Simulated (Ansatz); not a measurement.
## What TaSnO3 (Pm-3m) distorts into

Aim: this structure of TaSnO3 (Pm-3m) is to be tested for unstable modes, and one is followed downhill.

Main program and level: Ansatz 0.2.0; DFT PBEsol, scalar-relativistic, plane waves, PAW; PAW set soft_1.

## 1. The starting structure

The structure is cubic, space group Pm-3m (No. 221). The conventional cell has a = 4.024 Å, b = 4.024 Å, c = 4.024 Å, α = 90.00°, β = 90.00°, γ = 90.00°. Nearest to Ta lie 6 O at 2.01 Å. Nearest to Sn lie 12 O at 2.85 Å. O has 2 Ta at 2.01 Å nearest. Farther neighbours and most contacts between anions are not listed.

## 2. The dispersion

The cell comes from relaxations at this level that are not shown. Stability and thermal properties need the whole zone. Linear response on a 4×4×4 q mesh gives force constants as far as a supercell of that size would.

File input.yaml:

```yaml
crystal:
  lattice:
    - [4.0241795564, 0.0, 0.0]
    - [0.0, 4.0241795564, 0.0]
    - [0.0, 0.0, 4.0241795564]
  atoms:
    - { symbol: Ta, position: [0.5, 0.5, 0.5] }
    - { symbol: Sn, position: [0.0, 0.0, 0.0] }
    - { symbol: O, position: [0.0, 0.5, 0.5] }
    - { symbol: O, position: [0.5, 0.0, 0.5] }
    - { symbol: O, position: [0.5, 0.5, 0.0] }
kpoints:
  mp_grid: { grid: [12, 12, 12] }
hamiltonian:
  xc: pbesol
  pseudopotentials: { kind: paw, azcp: { folder: soft_1 }, xc_functional: pbe }
scf:
  occupations: { method: methfessel_paxton, width: 0.2 }
output:
  eigenvalues: true
phonons:
  method: dfpt
  qmesh: [4, 4, 4]
  temperatures: { t_max: 1000, t_step: 50 }
  qpath:
    path:
      - [[0.0, 0.0, 0.0], [0.0, 0.5, 0.0], [0.5, 0.5, 0.0], [0.0, 0.0, 0.0], [0.5, 0.5, 0.5], [0.0, 0.5, 0.0]]
      - [[0.5, 0.5, 0.5], [0.5, 0.5, 0.0]]
    npoints: 10
```

On the command line:

```bash
> ansatz run input.yaml --threads 4 --pin off --max-ram 10240MiB --backend cpu --events-out ev --progress --plain --runs-dir out
```

Numbers of over 12 decimals in the logs are rounded to 6 here.

The log of the run:

```text
Engine: ansatz 0.2.0, aarch64-unknown-linux-gnu
Pseudopotentials: kind: paw
Pseudopotential: Ta, paw, valence charge 13, recommended cutoff 420 eV (normal), soft_1/Ta.paw.azcp
Pseudopotential: Sn, paw, valence charge 14, recommended cutoff 420 eV (normal), soft_1/Sn.paw.azcp
Pseudopotential: O, paw, valence charge 6, recommended cutoff 420 eV (normal), soft_1/O.paw.azcp
Functional definition: PBEsol
  exchange = pbesol_x
  correlation = pbesol_c
Crystal: 5 atoms, lattice volume = 65.168 Å³
Basis set: ecut = 420 eV, 1309 PW (Γ), exchange–correlation on 54×54×54 points (8 copies of the dense FFT grid, shifted against one another)
Bands: 28, of which v1, the nominal top of the filled ones, is band 23 counted from 1 (22 counted from 0)
Symmetry: 48 space group operations
k-points: 84 of 1728
Non-local potential: Ta, projectors of the file, l = 0: 3, l = 1: 2, l = 2: 2, l = 3: 1
Non-local potential: Sn, projectors of the file, l = 0: 2, l = 1: 2, l = 2: 2, l = 3: 1
Non-local potential: O, projectors of the file, l = 0: 2, l = 1: 2, l = 2: 1
PAW form: soft (Blöchl's): semilocal exchange-correlation on the pseudo side does not see the compensation charge
PAW frozen core: Ta, regenerated for the run's functional, and the local potential with it (the file was generated under x = pbe(κ = 0.804, μ = 0.219515), c = pbe(β = 0.066725))
PAW frozen core: Sn, regenerated for the run's functional, and the local potential with it (the file was generated under x = pbe(κ = 0.804, μ = 0.219515), c = pbe(β = 0.066725))
PAW frozen core: O, regenerated for the run's functional, and the local potential with it (the file was generated under x = pbe(κ = 0.804, μ = 0.219515), c = pbe(β = 0.066725))
PAW one-centre angular grid: Ta, 590 points (default); XC on 64 Gauss nodes
PAW one-centre angular grid: Sn, 590 points (default); XC on 64 Gauss nodes
PAW one-centre angular grid: O, 110 points (default); XC on 64 Gauss nodes
Initial density: superposition of atomic densities (chi_scale 0.1, normalization cell, long waves kept (reshape's long-wave potential 0.00 eV rms))
Initial wavefunctions: pseudopotential atomic-orbital guess
Functional: x = pbesol(κ = 0.804, μ = 0.123457), c = pbesol(β = 0.046)
SCF iter   1: F=—  HF=-17442.426475 eV  |F-HF|=—  |Δ(HF+E_count)|=         —  Δρ=4.77e-2  dr2=1.34e0  ethr=3.10e-3  ⟨swp⟩=5.3  Hψ=9627  notcnv=0
preconditioner: auto → Kerker (q_TF=auto, 2.565 Å⁻¹)  [metal: Δε(μ)=0.046 eV  Ē_g=14.801 eV  σ=0.200 eV  W_gap=0.19  n_scr=18 (ndim 8)  ℏωp=28.0 eV  f_vac=0.000  D(μ)=1.50/eV (n_scr^D=6)]
SCF iter   2: F=—  HF=-17442.280482 eV  |F-HF|=—  |Δ(HF+E_count)|=   1.46e-1  S|Δr|=    0.00e0  Δρ=2.56e-2  dr2=3.87e-1  ethr=2.98e-3  ⟨swp⟩=2.0  Hψ=3401  notcnv=0  defer=37
SCF iter   3: F=—  HF=-17442.239907 eV  |F-HF|=—  |Δ(HF+E_count)|=   4.06e-2  S|Δr|=    0.00e0  Δρ=1.31e-2  dr2=6.41e-2  ethr=8.59e-4  ⟨swp⟩=2.1  Hψ=3448  notcnv=0  defer=37
SCF iter   4: F=—  HF=-17442.228941 eV  |F-HF|=—  |Δ(HF+E_count)|=   1.10e-2  S|Δr|=    0.00e0  Δρ=2.69e-3  dr2=3.95e-3  ethr=1.42e-4  ⟨swp⟩=2.5  Hψ=4023  notcnv=0  defer=32
SCF iter   5: F=—  HF=-17442.229644 eV  |F-HF|=—  |Δ(HF+E_count)|=   7.03e-4  S|Δr|=    0.00e0  Δρ=6.87e-4  dr2=3.78e-4  ethr=8.78e-6  ⟨swp⟩=2.6  Hψ=3680  notcnv=0  defer=32
SCF iter   6: F=—  HF=-17442.229734 eV  |F-HF|=—  |Δ(HF+E_count)|=   8.93e-5  S|Δr|=    0.00e0  Δρ=2.12e-4  dr2=3.42e-5  ethr=8.40e-7  ⟨swp⟩=2.5  Hψ=3470  notcnv=0  defer=32
SCF iter   7: F=—  HF=-17442.229739 eV  |F-HF|=—  |Δ(HF+E_count)|=   5.12e-6  S|Δr|=    0.00e0  Δρ=6.09e-5  dr2=2.03e-6  ethr=7.59e-8  ⟨swp⟩=2.0  Hψ=3739  notcnv=0  defer=32
SCF iter   8: F=—  HF=-17442.229737 eV  |F-HF|=—  |Δ(HF+E_count)|=   2.26e-6  S|Δr|=    0.00e0  Δρ=1.50e-5  dr2=9.35e-8  ethr=4.51e-9  ⟨swp⟩=2.0  Hψ=3464  notcnv=0  defer=32
SCF iter   9: F=—  HF=-17442.229737 eV  |F-HF|=—  |Δ(HF+E_count)|=   3.11e-8  S|Δr|=    0.00e0  Δρ=2.83e-6  dr2=3.37e-9  ethr=2.08e-10  ⟨swp⟩=2.0  Hψ=3878  notcnv=0  defer=32
SCF iter  10: F=—  HF=-17442.229737 eV  |F-HF|=—  |Δ(HF+E_count)|=  9.09e-10  S|Δr|=    0.00e0  Δρ=3.04e-7  dr2=3.76e-11  ethr=7.50e-12  ⟨swp⟩=2.0  Hψ=3460  notcnv=0  defer=32
SCF iter  11: F=-17442.229737 eV  HF=-17442.229737 eV  |F-HF|=3.64e-12  |Δ(HF+E_count)|=  1.09e-11  S|Δr|=    0.00e0  Δρ=3.73e-8  dr2=7.15e-13  ethr=1.00e-12  ⟨swp⟩=7.6  Hψ=10189  notcnv=0
SCF 1 converged in 11 iterations: F = -17442.229737 eV  dr2 = 7.15e-13
  greatest PAW one-centre occupation: 0.999 electrons in one spin orbital (limit 2), on the Ta atom at site 0 (counted from 0), in its partial waves of l = 0
phonons: the bands overlap, so this run is a metal and interpolates without the dipole-dipole term. If the crystal is really an insulator or semiconductor, its LO-TO splitting is missing
NSCF: frozen V_eff on 84 k-points
NSCF: frozen V_eff on 343 k-points
DFPT response loops at q = (0, 0, 0) (fractional): preconditioner auto → Kerker (q_TF=auto, 2.565 Å⁻¹) (partly filled bands, converged f_vac=0.000); β = 1.00, the filter's whole step (`scf.mixing.beta` (0.50) is not read by the response loops under this deck's `scf.mixing.preconditioner`; to damp them name `kerker` or `kerker_dos`, under which they read `scf.mixing.beta`, and type it under 1.00, their step now; both keys bind the ground state too); Broyden in place of MSR1
NSCF: frozen V_eff on 1176 k-points
DFPT response loops at q = (0, 0, 0.25) (fractional): mixed as the last ones told, above
NSCF: frozen V_eff on 686 k-points
DFPT response loops at q = (0, 0, -0.5) (fractional): mixed as the last ones told, above
NSCF: frozen V_eff on 2016 k-points
DFPT response loops at q = (0, 0.25, 0.25) (fractional): mixed as the last ones told, above
NSCF: frozen V_eff on 1176 k-points
DFPT response loops at q = (0, 0.25, -0.5) (fractional): mixed as the last ones told, above
NSCF: frozen V_eff on 686 k-points
DFPT response loops at q = (0, -0.5, -0.5) (fractional): mixed as the last ones told, above
NSCF: frozen V_eff on 3456 k-points
DFPT response loops at q = (0.25, 0.25, 0.25) (fractional): mixed as the last ones told, above
NSCF: frozen V_eff on 2016 k-points
DFPT response loops at q = (0.25, 0.25, -0.5) (fractional): mixed as the last ones told, above
NSCF: frozen V_eff on 1176 k-points
DFPT response loops at q = (0.25, -0.5, -0.5) (fractional): mixed as the last ones told, above
NSCF: frozen V_eff on 686 k-points
DFPT response loops at q = (-0.5, -0.5, -0.5) (fractional): mixed as the last ones told, above
SCF converged after 11 iterations
Stability not checked: this state was not tested for a lower state beside it, because cold or Methfessel-Paxton smearing, or corrected tetrahedra, fill the levels in a way that the test cannot read (fill_not_monotonic; see scf.lower_state_search)
Free energy (F): -17442.229737 eV
Harris-Foulkes:  -17442.229737 eV  (|F-HF|=3.64e-12)
Internal energy: -17442.220704 eV  (E = F + TS)
E sigma→0 (E₀):  -17442.227479 eV
Entropy (-TS):   -0.009033 eV (-1.807 meV/atom)
Fermi energy:    13.743095 eV
--- Per-component energies (eV) ---
  E_band       = -215.213755
  E_kinetic    = 1059.618080
  E_local      = -2457.797111  (includes V_loc(G=0)·N_el)
  E_nonlocal   = 297.576063
  E_hartree    = 1011.825394
  E_xc         = -654.992172
  E_vxc        = -584.961946  (∫ρ·V_xc dr)
  E_paw        = -12944.979212  (= ΣΔE_a)
  E_vpaw       = -553.302308  (= ΣTr[D̂ρ^β])
  E_aug_tail   = 0.002663  (compensation charges beyond the density's cutoff)
  E_ewald      = -3754.078825
  E_core_change = 0.604416  (= ΣΔE_core)
  E_smearing   = -0.009033  (= −TS)
  E_closure    = -0.000000  (closes the sum)
  Σ components = -17442.229737   (vs F -17442.229737, Δ=0.00e0)
--- Band table (eV; the first three rows and the last of 84) ---
  k-point 0: bands = [... 19 lower, 9.3743, 9.3743, 9.3743, 12.9903, 12.9903, 12.9903, 17.1719, 17.1719, ... 1 higher]
  k-point 1: bands = [... 19 lower, 9.2000, 9.3470, 9.3470, 12.9959, 13.1845, 13.1845, 16.7157, 17.1210, ... 1 higher]
  k-point 2: bands = [... 19 lower, 9.0622, 9.3225, 9.3225, 13.0112, 13.6790, 13.6790, 15.8511, 16.9895, ... 1 higher]
  k-point 83: bands = [... 19 lower, 10.0415, 10.0415, 10.0415, 16.1275, 16.1275, 16.1275, 17.2395, 17.2395, ... 1 higher]
--- Phonons (Γ-DFPT): 4 representative perturbations + reference (Σ response iterations 12) ---
  ASR residual: 7.660e-4 → 0.000e0 eV/Å²; symmetrization residual: 5.323e-6 eV/Å²
  ASR residual per site (eV/Å²): 7.66e-4 2.52e-6 4.81e-4 4.81e-4 4.81e-4
  Γ frequencies (cm⁻¹): -33.44 -33.44 -33.44 0.00 0.00 0.00 259.79 259.79 259.79 269.31 269.31 269.31 557.76 557.76 557.76
--- Phonons (arbitrary-q DFPT): 10 irreducible q on the 4×4×4 mesh ---
  q = [0.0000, 0.0000, 0.0000] (star 1, of the zone-centre solve; hermiticity 5.95e-7, symmetrization 2.62e-12): -33.44 -33.44 -33.44 -0.00 -0.00 0.00 259.79 259.79 259.79 269.31 269.31 269.31 557.76 557.76 557.76
  q = [0.0000, 0.0000, 0.2500] (star 6, 9 solved perturbations in 4536 linear systems a pass and spin channel, the states on 588 of 1728 k-point pairs; hermiticity 4.10e-7, symmetrization 1.65e-13): -40.46 -40.46 -15.26 -15.26 28.67 128.07 210.02 210.02 245.99 245.99 246.82 259.59 525.56 525.56 594.04
  q = [0.0000, 0.0000, -0.5000] (star 3, 9 solved perturbations in 2646 linear systems a pass and spin channel, the states on 343 of 1728 k-point pairs; hermiticity 3.04e-7, symmetrization 4.42e-10): -25.19 -25.19 62.31 62.31 90.03 173.70 198.45 198.45 249.67 258.22 258.22 318.83 518.33 518.33 657.65
  q = [0.0000, 0.2500, 0.2500] (star 12, 9 solved perturbations in 7686 linear systems a pass and spin channel, the states on 1008 of 1728 k-point pairs; hermiticity 3.21e-7, symmetrization 4.88e-14): -55.97 -18.93 -13.80 46.97 116.56 140.74 192.77 198.14 203.22 244.62 258.28 280.19 506.59 588.13 599.81
  q = [0.0000, 0.2500, -0.5000] (star 12, 15 solved perturbations on 588 of 1728 k-point pairs; hermiticity 2.40e-7, symmetrization 4.72e-10): -26.20 -14.83 59.71 66.17 101.13 145.85 180.30 188.34 206.97 253.89 262.58 323.37 497.20 589.15 683.07
  q = [0.0000, -0.5000, -0.5000] (star 3, 9 solved perturbations in 2646 linear systems a pass and spin channel, the states on 343 of 1728 k-point pairs; hermiticity 3.81e-7, symmetrization 4.94e-10): -8.57 24.80 24.80 41.77 88.84 194.18 194.18 199.80 199.80 290.02 290.02 325.43 486.46 644.83 723.14
  q = [0.2500, 0.2500, 0.2500] (star 8, 4 solved perturbations in 4536 linear systems a pass and spin channel, the states on 1728 of 1728 k-point pairs; hermiticity 2.12e-7, symmetrization 1.41e-12): 9.36 9.36 36.89 116.19 116.19 147.21 183.16 198.75 198.75 268.09 268.09 298.78 594.93 594.93 611.56
  q = [0.2500, 0.2500, -0.5000] (star 12, 9 solved perturbations in 7686 linear systems a pass and spin channel, the states on 1008 of 1728 k-point pairs; hermiticity 2.42e-7, symmetrization 5.07e-10): -14.65 17.02 25.67 85.45 109.84 130.45 152.13 186.62 199.08 260.63 274.45 312.48 597.65 604.16 704.40
  q = [0.2500, -0.5000, -0.5000] (star 6, 9 solved perturbations in 4536 linear systems a pass and spin channel, the states on 588 of 1728 k-point pairs; hermiticity 4.20e-7, symmetrization 5.28e-10): -13.72 -13.34 23.33 23.33 109.42 109.42 150.61 194.52 194.52 283.92 283.92 296.28 613.03 658.81 748.36
  q = [-0.5000, -0.5000, -0.5000] (star 1, 4 solved perturbations in 931 linear systems a pass and spin channel, the states on 343 of 1728 k-point pairs; hermiticity 3.69e-7, symmetrization 5.05e-10): 24.78 24.78 24.78 36.35 36.35 36.35 187.55 187.55 187.55 271.13 271.13 271.13 672.12 672.12 787.09
  sum rule: each row above includes the acoustic sum rule's correction from the zone centre's row sums; it moved no ω² by more than (2.86 cm⁻¹)²
  mesh force constants: q→R imaginary residual 1.45e-18; ASR residual 7.660e-4 → 0.000e0 eV/Å²; symmetrization residual 2.132e-14 eV/Å²
  interpolated dispersion: 62 rows × 15 modes
  density of states and harmonic sums: on the 16×16×16 q-mesh, interpolated from the force constants of a 4×4×4 supercell (no non-analytic term)
  largest difference from the sums on the solved wave vectors: F 9.77e-2 eV, S 1.29e-4 and C_V 3.11e-5 eV/K
  zero-point energy: 0.220243 eV/cell   skipped modes (ω ≤ 0): 270, of them read as no rigid motion or as one in doubt: 267 (1.561e0 modes/cell left out, lowest -55.98 cm⁻¹)   left out of the sums: 1.04e-1 of the cell's modes: C_V's classical limit lies that fraction below 3 k_B per atom; for a crystal, a wire or a layer, F and S can be off by more, and a phonons.interpolated_qmesh denser along its periods is the remedy for the sampling
```

The job ended after 47 min (4 threads of Arm Neoverse V1, shared host; peak memory 6.1 GiB).

This step gave:

- volume per atom: 13.03 Å³
- gap on the k-mesh: 0 eV
- sum-rule residual before enforcement: 7.66e-4 eV/Å²
- lowest frequency on the path: -57.08 cm⁻¹
- point group: m-3m
- highest frequency on the path or at a solved wavevector: 787.1 cm⁻¹
- highest optical mode at the zone centre (no LO-TO term): 557.8 cm⁻¹
- lowest optical zone-centre mode: -33.44 cm⁻¹
- lowest mode on the q mesh (acoustic modes at Γ apart): -55.97 cm⁻¹

Frequencies (cm⁻¹) solved at each irreducible wavevector; negative means imaginary. Frequencies by wavevector, by row:

```
q in reciprocal lattice units  star  mode 1  mode 2  mode 3  mode 4  mode 13  mode 14  mode 15
                        0 0 0     1   -33.4   -33.4   -33.4       0    557.8    557.8    557.8
                     0 0 0.25     6   -40.5   -40.5   -15.3   -15.3    525.6    525.6      594
                     0 0 -0.5     3   -25.2   -25.2    62.3    62.3    518.3    518.3    657.6
                  0 0.25 0.25    12     -56   -18.9   -13.8      47    506.6    588.1    599.8
                  0 0.25 -0.5    12   -26.2   -14.8    59.7    66.2    497.2    589.1    683.1
                  0 -0.5 -0.5     3    -8.6    24.8    24.8    41.8    486.5    644.8    723.1
               0.25 0.25 0.25     8     9.4     9.4    36.9   116.2    594.9    594.9    611.6
               0.25 0.25 -0.5    12   -14.7      17    25.7    85.5    597.6    604.2    704.4
               0.25 -0.5 -0.5     6   -13.7   -13.3    23.3    23.3      613    658.8    748.4
               -0.5 -0.5 -0.5     1    24.8    24.8    24.8    36.4    672.1    672.1    787.1
```

Interpolated from a 4×4×4 q mesh. Phonon branches along the path, in cm⁻¹:

| point | branch 1 | branch 2 | branch 3 | branch 4 | branch 12 | branch 13 | branch 14 | branch 15 |
| --- | --- | --- | --- | --- | --- | --- | --- | --- |
| Γ | -33 | -33 | -33 | 0 | 269 | 558 | 558 | 558 |
| halfway | -40 | -40 | -15 | -15 | 260 | 526 | 526 | 594 |
| X | -25 | -25 | 62 | 62 | 319 | 518 | 518 | 658 |
| halfway | -26 | -15 | 60 | 66 | 323 | 497 | 589 | 683 |
| M | -9 | 25 | 25 | 42 | 325 | 486 | 645 | 723 |
| halfway | -56 | -19 | -14 | 47 | 280 | 507 | 588 | 600 |
| Γ | -33 | -33 | -33 | 0 | 269 | 558 | 558 | 558 |
| halfway | 9 | 9 | 37 | 116 | 299 | 595 | 595 | 612 |
| R | 25 | 25 | 25 | 36 | 271 | 672 | 672 | 787 |
| halfway | -15 | 17 | 26 | 85 | 312 | 598 | 604 | 704 |
| X | -25 | -25 | 62 | 62 | 319 | 518 | 518 | 658 |
| jump to R | 25 | 25 | 25 | 36 | 271 | 672 | 672 | 787 |
| halfway | -14 | -13 | 23 | 23 | 296 | 613 | 659 | 748 |
| M | -9 | 25 | 25 | 42 | 325 | 486 | 645 | 723 |

Symmetry leaves 10 wavevectors to solve. The lowest mode among them, the acoustic zeros apart, lies at q = (0, 0.25, 0.25) and is imaginary, 56.0i cm⁻¹, so the energy falls along it.

## 3. The mode frozen in, largest atomic shift 0 Å

The mode followed lies at Γ with frequency 33.4i cm⁻¹ and is 3-fold degenerate, one of the unstable modes though not the softest. At small amplitude the distorted cell has space group no. 160 by a symmetry search on the positions. The undistorted cell that holds it gives the zero of energy on the same k mesh.

input.yaml, the sections that differ from step 2:

```yaml
output:
  forces: true
  stress: true
  eigenvalues: true
# crystal, kpoints, hamiltonian, scf: as in step 2
# phonons: removed
```

The log of the run:

```text
[...]
Crystal: 5 atoms, lattice volume = 65.168 Å³
Basis set: ecut = 420 eV, 1309 PW (Γ), exchange–correlation on 54×54×54 points (8 copies of the dense FFT grid, shifted against one another)
Bands: 28, of which v1, the nominal top of the filled ones, is band 23 counted from 1 (22 counted from 0)
Symmetry: 48 space group operations
[...]
k-points: 84 of 1728
[...]
k-point 0: bands = [... 19 lower, 9.3742, 9.3742, 9.3742, 12.9902, 12.9902, 12.9902, 17.1719, 17.1719, ... 1 higher]
  k-point 1: bands = [... 19 lower, 9.1999, 9.3469, 9.3469, 12.9958, 13.1845, 13.1845, 16.7157, 17.1209, ... 1 higher]
  k-point 2: bands = [... 19 lower, 9.0621, 9.3224, 9.3224, 13.0112, 13.6789, 13.6789, 15.8510, 16.9895, ... 1 higher]
  k-point 83: bands = [... 19 lower, 10.0414, 10.0414, 10.0414, 16.1274, 16.1274, 16.1274, 17.2394, 17.2394, ... 1 higher]
[key lines of the parts left out:]
SCF converged after 8 iterations
Free energy (F): -17442.229737 eV
Fermi energy:    13.743066 eV
P = ⅓ Tr σ = -0.0080 GPa (-0.080 kbar)
```

It took 2.8 s on 4 threads; peak memory 0.46 GiB; 10 s of CPU time.

This run has no spin polarisation although its electron count is odd.

This step gave:

```
pressure                         : -0.007991 GPa
energy from the undistorted cell : 0 meV/atom
```

## 4. The mode frozen in, largest atomic shift 0.22 Å

The atoms are moved along the unstable eigenvector, the largest shift by 0.22 Å, with the cell fixed.

input.yaml, the sections that differ from step 3:

```yaml
crystal:
  lattice:
    - [4.0241795564, 0.0, 0.0]
    - [0.0, 4.0241795564, 0.0]
    - [0.0, 0.0, 4.0241795564]
  atoms:
    - { symbol: Ta, position: [0.5140341998, 0.4859658002, 0.4859658002] }
    - { symbol: Sn, position: [-0.0315634671, 0.0315634671, 0.0315634671] }
    - { symbol: O, position: [0.018059772, 0.4712950124, 0.4712950124] }
    - { symbol: O, position: [0.5287049876, -0.018059772, 0.4712950124] }
    - { symbol: O, position: [0.5287049876, 0.4712950124, -0.018059772] }
# kpoints, hamiltonian, scf, output: as in step 3
```

The log of the run:

```text
[...]
Crystal: 5 atoms, lattice volume = 65.168 Å³
Basis set: ecut = 420 eV, 1309 PW (Γ), exchange–correlation on 54×54×54 points (8 copies of the dense FFT grid, shifted against one another)
Bands: 28, of which v1, the nominal top of the filled ones, is band 23 counted from 1 (22 counted from 0)
Symmetry: 6 space group operations
[...]
k-points: 189 of 1728 (time reversal used)
[...]
k-point 0: bands = [... 19 lower, 9.2273, 9.2913, 9.2913, 13.0798, 13.0798, 13.0975, 16.7874, 16.7874, ... 1 higher]
  k-point 1: bands = [... 19 lower, 9.0973, 9.2614, 9.2832, 13.0891, 13.2517, 13.2666, 16.5414, 16.7943, ... 1 higher]
  k-point 2: bands = [... 19 lower, 9.0210, 9.2302, 9.2905, 13.1093, 13.6839, 13.7454, 15.8750, 16.8031, ... 1 higher]
  k-point 188: bands = [... 19 lower, 9.8841, 9.8841, 10.0044, 16.2447, 16.2447, 16.3917, 17.2526, 17.2526, ... 1 higher]
[key lines of the parts left out:]
SCF converged after 9 iterations
Free energy (F): -17442.236994 eV
Fermi energy:    13.849398 eV
P = ⅓ Tr σ = 1.9119 GPa (19.119 kbar)
```

Run time: 11 s. Hardware: 4 threads; peak memory 0.63 GiB; 43 s of CPU time.

This step gave:

* pressure: 1.912 GPa
* energy from the undistorted cell: -1.565 meV/atom

The energy, extrapolated to zero smearing, is -1.56 meV/atom against the undistorted cell.

The run ends at a pressure of 1.91 GPa, with forces up to 0.092 eV/Å.

(Continued in part 2 of 3.)

[Logs are printed without paths, hosts, clocks, repeated set-up lines and the standing remarks that a program may print on its own settings, such as how far it seeks lower states.]

[Hosts, paths, dates, database ids (printed as entryN), source tags and the programs' standing remarks are cut or masked in the printed files.]
